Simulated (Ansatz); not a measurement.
# AgF (model cell, started as wurtzite): a soft mode frozen in, part 2 of 3

Wanted: the energy along a soft mode of AgF (model cell, started as wurtzite) and the structure at the end.

Ansatz 0.2.0; DFT LDA, scalar-relativistic, plane waves, PAW.

So far, highest frequency on path, mesh or solved points (cm⁻¹): step 2 (the dispersion) 282. Also lowest frequency on the path (cm⁻¹): step 2 -45.3.

The structure was built from a prototype and need not be the compound's stable phase.

## Step 6: Relaxing from the distorted cell

Starting from the lowest point found, all atoms and the cell are let go, so that strain and other modes of the same symmetry can join in.

The input, input.yaml:

```yaml
crystal:
  lattice:
    - [-4.0138959602, -3.0438e-06, 0.0]
    - [0.0, 0.0, -4.7092382587]
    - [5.2719e-06, -6.9522717393, 0.0]
  atoms:
    - { symbol: Ag, position: [0.5, 0.0038887883, 0.1666666667] }
    - { symbol: Ag, position: [0.0, 0.1211112117, 0.6666666667] }
    - { symbol: Ag, position: [0.0, 0.6211112117, 0.3333333333] }
    - { symbol: Ag, position: [0.5, 0.5038887883, 0.8333333333] }
    - { symbol: F, position: [0.5, 0.4945484583, 0.1666666667] }
    - { symbol: F, position: [0.0, 0.6304515417, 0.6666666667] }
    - { symbol: F, position: [0.0, 0.1304515417, 0.3333333333] }
    - { symbol: F, position: [0.5, -0.0054515417, 0.8333333333] }
kpoints:
  mp_grid: { grid: [8, 8, 6] }
hamiltonian:
  xc: lda
scf:
  occupations: { method: methfessel_paxton, width: 0.15 }
output:
  forces: true
  stress: true
  eigenvalues: true
relax:
  adjacent_minimum: "off"
  f_tol: 0.002
  max_steps: 120
  cell: { stress_tol: 0.03 }
```

Run with:

```
> ansatz run input.yaml --threads 4 --pin off --max-ram 7168MiB --backend cpu --events-out ev --progress --plain --runs-dir out
```

Log:

```text
[...]
Crystal: 8 atoms, lattice volume = 131.415 Å³
Basis set: ecut = 420 eV, 2593 PW (Γ)
Bands: 63, of which v1, the nominal top of the filled ones, is band 52 counted from 1 (51 counted from 0)
Symmetry: 8 space group operations
[...]
k-points: 100 of 384
[...]
SCF iter   1: F=—  HF=-33002.242787 eV  |F-HF|=—  |Δ(HF+E_count)|=         —  Δρ=2.15e-2  dr2=4.59e-1  ethr=1.77e-3  ⟨swp⟩=5.2  Hψ=19838  notcnv=0  defer=96
[...]
SCF iter   7: F=-33002.120239 eV  HF=-33002.120239 eV  |F-HF|=1.27e-9  |Δ(HF+E_count)|=   5.51e-7  S|Δr|=    0.00e0  Δρ=5.02e-6  dr2=1.14e-8  ethr=9.62e-11  ⟨swp⟩=8.0  Hψ=29983  notcnv=0
SCF 1 converged in 7 iterations: F = -33002.120239 eV  dr2 = 1.14e-8
[...]
relax step   1: F+E_penalty+E_count = -33002.12023853 eV  Δ(F+E_penalty+E_count) = +0.000e0 eV  max|allowed force component| = 1.758e-1 eV/Å  Δτ_max = 0.0000 Å  P = -2.354 GPa  Ω = 131.415 Å³  (7 SCF iters, dr2 threshold 1.00e-7 eV, accepted)
Crystal: 8 atoms, lattice volume = 127.328 Å³
Basis set: ecut = 420 eV, 2517 PW (Γ)
[...]
SCF iter   7: F=-33002.206581 eV  HF=-33002.206581 eV  |F-HF|=2.38e-7  |Δ(HF+E_count)|=   1.63e-7  S|Δr|=    0.00e0  Δρ=2.04e-5  dr2=3.30e-7  ethr=7.69e-10  ⟨swp⟩=5.6  Hψ=24749  notcnv=0
SCF 2 converged in 7 iterations: F = -33002.206581 eV  dr2 = 3.30e-7
relax step   2: F+E_penalty+E_count = -33002.20658051 eV  Δ(F+E_penalty+E_count) = -8.634e-2 eV  max|allowed force component| = 1.004e-1 eV/Å  Δτ_max = 0.0455 Å  P = +0.005 GPa  Ω = 127.328 Å³  energy of the carried Pulay correction = +1.398e-2 eV  (7 SCF iters, dr2 threshold 8.00e-7 eV, accepted)
Crystal: 8 atoms, lattice volume = 126.024 Å³
Basis set: ecut = 420 eV, 2469 PW (Γ)
[...]
SCF iter   8: F=-33002.255350 eV  HF=-33002.255350 eV  |F-HF|=1.06e-8  |Δ(HF+E_count)|=   6.49e-7  S|Δr|=    0.00e0  Δρ=4.91e-6  dr2=1.52e-8  ethr=6.05e-10  ⟨swp⟩=7.4  Hψ=26088  notcnv=0
SCF 3 converged in 8 iterations: F = -33002.255350 eV  dr2 = 1.52e-8
relax step   3: F+E_penalty+E_count = -33002.25534979 eV  Δ(F+E_penalty+E_count) = -4.877e-2 eV  max|allowed force component| = 1.005e-1 eV/Å  Δτ_max = 0.1056 Å  P = +0.546 GPa  Ω = 126.024 Å³  energy of the carried Pulay correction = +1.854e-2 eV  (8 SCF iters, dr2 threshold 6.30e-7 eV, accepted)
[... from here on, the SCF cycles and remarks between the steps are left out ...]
relax step   4: F+E_penalty+E_count = -33002.26980432 eV  Δ(F+E_penalty+E_count) = -1.445e-2 eV  max|allowed force component| = 7.541e-2 eV/Å  Δτ_max = 0.0240 Å  P = +0.385 GPa  Ω = 125.938 Å³  energy of the carried Pulay correction = +1.884e-2 eV  (6 SCF iters, dr2 threshold 8.00e-7 eV, accepted)
relax step   5: F+E_penalty+E_count = -33002.28204234 eV  Δ(F+E_penalty+E_count) = -1.224e-2 eV  max|allowed force component| = 7.230e-2 eV/Å  Δτ_max = 0.0595 Å  P = -0.198 GPa  Ω = 126.296 Å³  energy of the carried Pulay correction = +1.758e-2 eV  (7 SCF iters, dr2 threshold 8.00e-7 eV, accepted)
relax step   6: F+E_penalty+E_count = -33002.32275905 eV  Δ(F+E_penalty+E_count) = -4.072e-2 eV  max|allowed force component| = 7.038e-2 eV/Å  Δτ_max = 0.0921 Å  P = -1.231 GPa  Ω = 125.400 Å³  energy of the carried Pulay correction = +2.073e-2 eV  (8 SCF iters, dr2 threshold 8.00e-7 eV, accepted)
relax step   7: F+E_penalty+E_count = -33002.43343294 eV  Δ(F+E_penalty+E_count) = -1.107e-1 eV  max|allowed force component| = 6.056e-2 eV/Å  Δτ_max = 0.0479 Å  P = -1.226 GPa  Ω = 121.992 Å³  energy of the carried Pulay correction = +3.292e-2 eV  (7 SCF iters, dr2 threshold 8.00e-7 eV, accepted)
relax step   8: F+E_penalty+E_count = -33002.56370171 eV  Δ(F+E_penalty+E_count) = -1.303e-1 eV  max|allowed force component| = 1.451e-1 eV/Å  Δτ_max = 0.0511 Å  P = -1.450 GPa  Ω = 118.272 Å³  energy of the carried Pulay correction = +4.660e-2 eV  (7 SCF iters, dr2 threshold 8.00e-7 eV, accepted)
relax step   9: F+E_penalty+E_count = -33002.70465568 eV  Δ(F+E_penalty+E_count) = -1.410e-1 eV  max|allowed force component| = 1.860e-1 eV/Å  Δτ_max = 0.1117 Å  P = -2.145 GPa  Ω = 114.824 Å³  energy of the carried Pulay correction = +5.966e-2 eV  (7 SCF iters, dr2 threshold 8.00e-7 eV, accepted)
relax step  10: F+E_penalty+E_count = -33002.79716902 eV  Δ(F+E_penalty+E_count) = -9.251e-2 eV  max|allowed force component| = 3.494e-1 eV/Å  Δτ_max = 0.1116 Å  P = +1.102 GPa  Ω = 109.871 Å³  energy of the carried Pulay correction = +7.906e-2 eV  (7 SCF iters, dr2 threshold 8.00e-7 eV, accepted)
relax step  11: F+E_penalty+E_count = -33002.66034623 eV  Δ(F+E_penalty+E_count) = +1.368e-1 eV  max|allowed force component| = 5.372e-1 eV/Å  Δτ_max = 0.1289 Å  P = +1.337 GPa  Ω = 112.848 Å³  energy of the carried Pulay correction = +6.730e-2 eV  (8 SCF iters, dr2 threshold 8.00e-7 eV, rejected (line search))
relax step  12: F+E_penalty+E_count = -33002.84771841 eV  Δ(F+E_penalty+E_count) = -5.055e-2 eV  max|allowed force component| = 3.804e-2 eV/Å  Δτ_max = 0.0394 Å  P = -0.385 GPa  Ω = 111.783 Å³  energy of the carried Pulay correction = +7.148e-2 eV  (10 SCF iters, accepted)
relax step  13: F+E_penalty+E_count = -33002.84936208 eV  Δ(F+E_penalty+E_count) = -1.644e-3 eV  max|allowed force component| = 3.382e-2 eV/Å  Δτ_max = 0.0244 Å  P = -0.110 GPa  Ω = 111.618 Å³  energy of the carried Pulay correction = +7.212e-2 eV  (6 SCF iters, dr2 threshold 8.00e-7 eV, accepted)
relax step  14: F+E_penalty+E_count = -33002.84531616 eV  Δ(F+E_penalty+E_count) = +4.046e-3 eV  max|allowed force component| = 4.713e-2 eV/Å  Δτ_max = 0.0123 Å  P = -0.080 GPa  Ω = 112.262 Å³  energy of the carried Pulay correction = +6.959e-2 eV  (6 SCF iters, dr2 threshold 8.00e-7 eV, rejected (line search))
relax step  15: F+E_penalty+E_count = -33002.85095066 eV  Δ(F+E_penalty+E_count) = -1.589e-3 eV  max|allowed force component| = 4.072e-3 eV/Å  Δτ_max = 0.0082 Å  P = -0.013 GPa  Ω = 111.656 Å³  energy of the carried Pulay correction = +7.198e-2 eV  (9 SCF iters, accepted)
relax step  16: F+E_penalty+E_count = -33002.85096951 eV  Δ(F+E_penalty+E_count) = -1.886e-5 eV  max|allowed force component| = 1.160e-3 eV/Å  Δτ_max = 0.0021 Å  P = -0.011 GPa  Ω = 111.655 Å³  energy of the carried Pulay correction = +7.198e-2 eV  (7 SCF iters, dr2 threshold 1.04e-9 eV, accepted)
[...]
relax step  29: F+E_penalty+E_count = -33002.89208076 eV  Δ(F+E_penalty+E_count) = +2.952e-1 eV  max|allowed force component| = 7.707e-1 eV/Å  Δτ_max = 0.1984 Å  P = -4.232 GPa  Ω = 109.747 Å³  energy of the carried Pulay correction = +5.270e-3 eV  (7 SCF iters, dr2 threshold 8.00e-7 eV, rejected (line search))
relax step  30: F+E_penalty+E_count = -33003.23959171 eV  Δ(F+E_penalty+E_count) = -5.227e-2 eV  max|allowed force component| = 6.035e-2 eV/Å  Δτ_max = 0.0609 Å  P = +0.314 GPa  Ω = 104.546 Å³  energy of the carried Pulay correction = +2.662e-2 eV  (10 SCF iters, accepted)
relax step  31: F+E_penalty+E_count = -33003.24443811 eV  Δ(F+E_penalty+E_count) = -4.846e-3 eV  max|allowed force component| = 1.574e-2 eV/Å  Δτ_max = 0.0333 Å  P = +0.172 GPa  Ω = 104.788 Å³  energy of the carried Pulay correction = +2.605e-2 eV  (6 SCF iters, dr2 threshold 8.00e-7 eV, accepted)
relax step  32: F+E_penalty+E_count = -33003.24418202 eV  Δ(F+E_penalty+E_count) = +2.561e-4 eV  max|allowed force component| = 1.498e-2 eV/Å  Δτ_max = 0.0166 Å  P = -0.064 GPa  Ω = 105.107 Å³  energy of the carried Pulay correction = +2.487e-2 eV  (6 SCF iters, dr2 threshold 1.08e-7 eV, accepted)
relax step  33: F+E_penalty+E_count = -33003.24508271 eV  Δ(F+E_penalty+E_count) = -9.007e-4 eV  max|allowed force component| = 6.482e-3 eV/Å  Δτ_max = 0.0150 Å  P = +0.201 GPa  Ω = 105.008 Å³  energy of the carried Pulay correction = +2.535e-2 eV  (6 SCF iters, dr2 threshold 4.58e-8 eV, accepted)
relax step  34: F+E_penalty+E_count = -33003.24428942 eV  Δ(F+E_penalty+E_count) = +7.933e-4 eV  max|allowed force component| = 4.233e-3 eV/Å  Δτ_max = 0.0114 Å  P = -0.022 GPa  Ω = 105.286 Å³  energy of the carried Pulay correction = +2.430e-2 eV  (6 SCF iters, dr2 threshold 1.59e-7 eV, accepted)
relax step  35: F+E_penalty+E_count = -33003.24435555 eV  Δ(F+E_penalty+E_count) = -6.613e-5 eV  max|allowed force component| = 8.140e-4 eV/Å  Δτ_max = 0.0025 Å  P = -0.001 GPa  Ω = 105.277 Å³  energy of the carried Pulay correction = +2.436e-2 eV  (6 SCF iters, dr2 threshold 5.48e-9 eV, accepted)
relax step  36: F+E_penalty+E_count = -33003.23088002 eV  Δ(F+E_penalty+E_count) = +1.348e-2 eV  max|allowed force component| = 1.088e-3 eV/Å  Δτ_max = 0.0000 Å  P = -0.253 GPa  Ω = 105.277 Å³  stress off target by 4.38e-1 GPa  SCF on the basis re-selected at this cell (its energy is not comparable with the rows above)  (8 SCF iters)
relax step  37: F+E_penalty+E_count = -33003.23462083 eV  Δ(F+E_penalty+E_count) = -3.741e-3 eV  max|allowed force component| = 6.839e-3 eV/Å  Δτ_max = 0.0468 Å  P = +0.035 GPa  Ω = 104.696 Å³  energy of the carried Pulay correction = +2.162e-3 eV  (6 SCF iters, dr2 threshold 4.80e-7 eV, accepted)
relax step  38: F+E_penalty+E_count = -33003.23439207 eV  Δ(F+E_penalty+E_count) = +2.288e-4 eV  max|allowed force component| = 1.808e-3 eV/Å  Δτ_max = 0.0091 Å  P = +0.009 GPa  Ω = 104.794 Å³  energy of the carried Pulay correction = +1.812e-3 eV  (6 SCF iters, dr2 threshold 1.65e-8 eV, accepted)
relax step  39: F+E_penalty+E_count = -33003.23339346 eV  Δ(F+E_penalty+E_count) = +9.986e-4 eV  max|allowed force component| = 1.691e-3 eV/Å  Δτ_max = 0.0000 Å  P = -0.002 GPa  Ω = 104.794 Å³  stress off target by 9.92e-2 GPa  SCF on the basis re-selected at this cell (its energy is not comparable with the rows above)  (6 SCF iters)
relax step  40: F+E_penalty+E_count = -33003.23413975 eV  Δ(F+E_penalty+E_count) = -7.463e-4 eV  max|allowed force component| = 2.216e-3 eV/Å  Δτ_max = 0.0149 Å  P = +0.020 GPa  Ω = 104.664 Å³  energy of the carried Pulay correction = +4.756e-4 eV  (7 SCF iters, dr2 threshold 2.46e-8 eV, accepted)
relax step  41: F+E_penalty+E_count = -33003.23410061 eV  Δ(F+E_penalty+E_count) = +3.915e-5 eV  max|allowed force component| = 1.134e-3 eV/Å  Δτ_max = 0.0009 Å  P = +0.014 GPa  Ω = 104.677 Å³  energy of the carried Pulay correction = +4.252e-4 eV  (5 SCF iters, dr2 threshold 4.98e-9 eV, accepted)
relax step  42: F+E_penalty+E_count = -33003.23356714 eV  Δ(F+E_penalty+E_count) = +5.335e-4 eV  max|allowed force component| = 1.106e-3 eV/Å  Δτ_max = 0.0000 Å  P = +0.012 GPa  Ω = 104.677 Å³  stress off target by 5.66e-2 GPa  SCF on the basis re-selected at this cell (its energy is not comparable with the rows above)  (6 SCF iters)
relax step  43: F+E_penalty+E_count = -33003.23366132 eV  Δ(F+E_penalty+E_count) = -9.418e-5 eV  max|allowed force component| = 3.483e-4 eV/Å  Δτ_max = 0.0036 Å  P = +0.001 GPa  Ω = 104.662 Å³  energy of the carried Pulay correction = +4.817e-5 eV  (6 SCF iters, dr2 threshold 8.00e-9 eV, accepted)
[...]
SCF iter   5: F=-33003.233634 eV  HF=-33003.233634 eV  |F-HF|=7.28e-12  |Δ(HF+E_count)|=  2.18e-11  S|Δr|=    0.00e0  Δρ=8.53e-8  dr2=6.47e-12  ethr=1.00e-12  ⟨swp⟩=6.5  Hψ=28168  notcnv=0
SCF 44 converged in 5 iterations: F = -33003.233634 eV  dr2 = 6.47e-12
relax step  44: F+E_penalty+E_count = -33003.23363428 eV  Δ(F+E_penalty+E_count) = +2.704e-5 eV  max|allowed force component| = 3.501e-4 eV/Å  Δτ_max = 0.0000 Å  P = +0.001 GPa  Ω = 104.662 Å³  stress off target by 1.83e-2 GPa  SCF on the basis re-selected at this cell (its energy is not comparable with the rows above)  (5 SCF iters)
[...]
SCF converged after 5 iterations
[...]
Free energy (F): -33003.233634 eV
[...]
Internal energy: -33003.246552 eV  (E = F + TS)
E sigma→0 (E₀):  -33003.236864 eV
Entropy (-TS):   0.012918 eV (1.615 meV/atom)
Fermi energy:    10.842400 eV
Step filling:    the computed levels leave a gap of 0.0000 eV = 0.0 smearing widths at the electron count; against every level under it full and every level over it empty, smearing changes F+E_penalty+E_count by +4.109 meV and its σ→0 estimate by +0.879 meV
[...]
--- Forces (eV/Å), atoms counted from 1 ---
  atom   1  Ag    -0.00000000     0.00012659     0.00012535
  atom   2  Ag    -0.00000000     0.00012659    -0.00012535
  atom   3  Ag     0.00000000    -0.00012659    -0.00012535
  atom   4  Ag     0.00000000    -0.00012659     0.00012535
  atom   5  F     -0.00000000     0.00035008    -0.00011092
  atom   6  F     -0.00000000     0.00035008     0.00011092
  atom   7  F      0.00000000    -0.00035008     0.00011092
  atom   8  F      0.00000000    -0.00035008    -0.00011092
  max |Σ_I F_I| component: 5.64e-18 eV/Å
--- Stress (GPa, compression-positive) ---
        0.002447       0.000000       0.000000
        0.000000      -0.018326       0.000000
        0.000000       0.000000       0.018126
  P = ⅓ Tr σ = 0.0007 GPa (0.007 kbar)
--- Band table (eV; the first three rows and the last of 100) ---
  k-point 0: bands = [... 48 lower, 10.1340, 10.3949, 10.4023, 10.4077, 10.7740, 13.5022, 15.8018, 17.3825, ... 7 higher]
  k-point 1: bands = [... 48 lower, 10.1569, 10.3315, 10.3477, 10.4034, 10.9378, 13.3096, 15.8563, 17.3565, ... 7 higher]
  k-point 2: bands = [... 48 lower, 10.1952, 10.2003, 10.2155, 10.3600, 11.3967, 12.7629, 16.1912, 17.2154, ... 7 higher]
  k-point 99: bands = [... 48 lower, 10.4739, 10.4739, 10.4739, 10.4739, 16.4477, 16.4477, 16.4477, 16.4477, ... 7 higher]
--- Relaxed structure (39 steps of the walk, 35 accepted, 5 SCFs on fresh bases) ---
  F+E_penalty+E_count = -33003.23363428 eV   max|allowed force component| = 3.501e-4 eV/Å   (the final SCF, on the basis selected at the relaxed cell)
  cell:  # Å, volume = 104.6621 Å³
    - [-2.855732, -2.165522e-6, 0]
    - [0, 0, -5.403579]
    - [5.143230e-6, -6.782514, 0]
  atoms:
    - { symbol: Ag, position: [0.500000, 0.017416, 0.318644] }
    - { symbol: Ag, position: [0, 0.107584, 0.818644] }
    - { symbol: Ag, position: [0, 0.607584, 0.181356] }
    - { symbol: Ag, position: [0.500000, 0.517416, 0.681356] }
    - { symbol: F, position: [0.500000, 0.270897, 0.062739] }
    - { symbol: F, position: [0, 0.854103, 0.562739] }
    - { symbol: F, position: [0, 0.354103, 0.437261] }
    - { symbol: F, position: [0.500000, -0.229103, 0.937261] }
```

It took 17 min on 4 threads of Arm Neoverse N1, shared host; peak memory 0.87 GiB.

Relaxation path (22 of 44):

```csv
step,energy less that of the first step (eV),largest force component (eV/Å),pressure (GPa),volume (Å³)
1,0.0000,0.1758,-2.35,131.41
3,-0.1351,0.1005,0.55,126.02
5,-0.1618,0.0723,-0.20,126.30
7,-0.3132,0.0606,-1.23,121.99
9,-0.5844,0.1860,-2.14,114.82
11,-0.5401,0.5372,1.34,112.85
13,-0.7291,0.0338,-0.11,111.62
15,-0.7307,0.0041,-0.01,111.66
17*,-0.8308,0.0028,1.13,111.66
19,-0.8695,0.0432,-0.51,112.03
21,-0.8822,0.0319,-0.16,111.02
24,-0.9228,0.1993,2.23,103.29
26,-0.9906,0.2384,1.25,102.78
28,-1.0671,0.2571,1.03,104.08
30,-1.1194,0.0603,0.31,104.55
32,-1.1239,0.0150,-0.06,105.11
34,-1.1240,0.0042,-0.02,105.29
36*,-1.1106,0.0011,-0.25,105.28
38,-1.1142,0.0018,0.01,104.79
40,-1.1139,0.0022,0.02,104.66
42*,-1.1133,0.0011,0.01,104.68
44*,-1.1134,0.0003,0.00,104.66
```

Relaxation steps marked * repeat the geometry before them on a plane-wave basis chosen anew for their cell, so energy and pressure can jump there. Other such steps can lie between the rows shown. Relaxation steps 11, 14, 24, 29 were tried and not accepted.

The run keeps the 8 symmetry operations that the program found, so distortions that break them were not tested.

```csv
cell as run,before,after,change
a (Å),4.014,2.856,-28.9 %
b (Å),4.709,5.404,+14.7 %
c (Å),6.952,6.783,-2.4 %
volume (Å³/atom),16.43,13.08,-20.4 %
```

The atoms that moved most (Å, as changes of fractional coordinates times the final cell):

```csv
atom,dx,dy,dz,length
F8,0.000,-0.705,1.209,1.399
F7,0.000,-0.705,-1.209,1.399
F6,0.000,0.705,-1.209,1.399
F5,0.000,0.705,1.209,1.399
Ag3,0.000,1.031,0.073,1.033
Ag2,0.000,-1.031,0.073,1.033
Ag4,0.000,1.031,-0.073,1.033
Ag1,0.000,-1.031,-0.073,1.033
```

The relaxed structure:

```cif
data_structure
_symmetry_space_group_name_H-M 'P 1'
_symmetry_Int_Tables_number 1
_cell_length_a 2.8557
_cell_length_b 5.4036
_cell_length_c 6.7825
_cell_angle_alpha 90.000
_cell_angle_beta 90.000
_cell_angle_gamma 90.000
_cell_volume 104.66
loop_
_atom_site_label
_atom_site_type_symbol
_atom_site_fract_x
_atom_site_fract_y
_atom_site_fract_z
_atom_site_occupancy
Ag1 Ag 0.50000 0.01742 0.31864 1
Ag2 Ag 0.00000 0.10758 0.81864 1
Ag3 Ag 0.00000 0.60758 0.18136 1
Ag4 Ag 0.50000 0.51742 0.68136 1
F5 F 0.50000 0.27090 0.06274 1
F6 F 0.00000 0.85410 0.56274 1
F7 F 0.00000 0.35410 0.43726 1
F8 F 0.50000 0.77090 0.93726 1
```

Read from the output:

```yaml
pressure: 7.49e-4 GPa
volume_per_atom: 13.08 Å³
```

The distorted start has space group Pnma; the relaxation ends in Pnma.

## Step 7: The new phase in its own primitive cell

The relaxed structure is symmetrised, reduced to its primitive cell and relaxed tightly, as its phonons need.

The input, input.yaml:

```yaml
crystal:
  lattice:
    - [5.4035790664, 0.0, 0.0]
    - [0.0, 2.8557316769, 0.0]
    - [0.0, 0.0, 6.7825138888]
  atoms:
    - { symbol: Ag, position: [0.7049162507, 0.25, 0.4313562972] }
    - { symbol: Ag, position: [0.7950837493, 0.75, 0.9313562972] }
    - { symbol: Ag, position: [0.2950837493, 0.75, 0.5686437028] }
    - { symbol: Ag, position: [0.2049162507, 0.25, 0.0686437028] }
    - { symbol: F, position: [0.958396948, 0.25, 0.6872612187] }
    - { symbol: F, position: [0.541603052, 0.75, 0.1872612187] }
    - { symbol: F, position: [0.041603052, 0.75, 0.3127387813] }
    - { symbol: F, position: [0.458396948, 0.25, 0.8127387813] }
kpoints:
  mp_grid: { grid: [6, 12, 6] }
hamiltonian:
  xc: lda
scf:
  occupations: { method: methfessel_paxton, width: 0.15 }
output:
  forces: true
  stress: true
  eigenvalues: true
relax:
  adjacent_minimum: "off"
  f_tol: 0.001
  max_steps: 60
  cell: { stress_tol: 0.01 }
```

Log:

```text
[...]
Crystal: 8 atoms, lattice volume = 104.662 Å³
Basis set: ecut = 420 eV, 2045 PW (Γ)
Bands: 63, of which v1, the nominal top of the filled ones, is band 52 counted from 1 (51 counted from 0)
Symmetry: 8 space group operations
[...]
k-points: 112 of 432
[...]
atoms:
    - { symbol: Ag, position: [0.705015, 0.250000, 0.431916] }
    - { symbol: Ag, position: [0.794985, 0.750000, 0.931916] }
    - { symbol: Ag, position: [0.294985, 0.750000, 0.568084] }
    - { symbol: Ag, position: [0.205015, 0.250000, 0.068084] }
    - { symbol: F, position: [0.959290, 0.250000, 0.687724] }
    - { symbol: F, position: [0.540710, 0.750000, 0.187724] }
    - { symbol: F, position: [0.040710, 0.750000, 0.312276] }
    - { symbol: F, position: [0.459290, 0.250000, 0.812276] }
[key lines of the parts left out:]
SCF converged after 5 iterations
Free energy (F): -33003.233812 eV
Fermi energy:    10.850804 eV
P = ⅓ Tr σ = -0.0004 GPa (-0.004 kbar)
```

The job ended after 2.7 min (4 threads; peak memory 0.8 GiB).

Relaxation path:

```csv
step,energy less that of the first step (eV),largest force component (eV/Å),pressure (GPa),volume (Å³)
1,0.0000,0.0004,0.00,104.66
2,0.0000,0.0008,0.00,104.66
3,-0.0001,0.0019,0.00,104.65
4,0.0000,0.0007,-0.02,104.65
5,-0.0002,0.0004,0.01,104.63
6,-0.0001,0.0001,0.00,104.64
7*,-0.0002,0.0001,0.00,104.64
8,-0.0002,0.0005,0.00,104.62
9*,-0.0002,0.0005,0.00,104.62
```

Relaxation steps marked * repeat the geometry before them on a plane-wave basis chosen anew for their cell, so energy and pressure can jump there.

The run keeps the 8 symmetry operations that the program found, so distortions that break them were not tested.

```csv
"conventional cell, symmetrised",before,after,change
a (Å),5.404,5.411,+0.1 %
b (Å),2.856,2.856,+0.0 %
c (Å),6.783,6.770,-0.2 %
volume (Å³/atom),13.08,13.08,-0.0 %
```

This step gave:

* pressure: -3.59e-4 GPa

The largest force component left is 0.47 meV/Å and the pressure is 0.000 GPa, within the tolerances set. The cell now holds 13.08 Å³/atom.

(Part 2 of 3 ends here.)

[Long decimals in the printed logs are rounded to 6 places.]

[Logs are printed without paths, hosts, clocks, repeated set-up lines and the standing remarks that a program may print on its own settings, such as how far it seeks lower states.]

[Hosts, paths, dates, database ids (printed as entryN), source tags and the programs' standing remarks are cut or masked in the printed files.]

[Where the starting crystal was built by hand or by swapping elements, it need not be the compound's stable phase.]
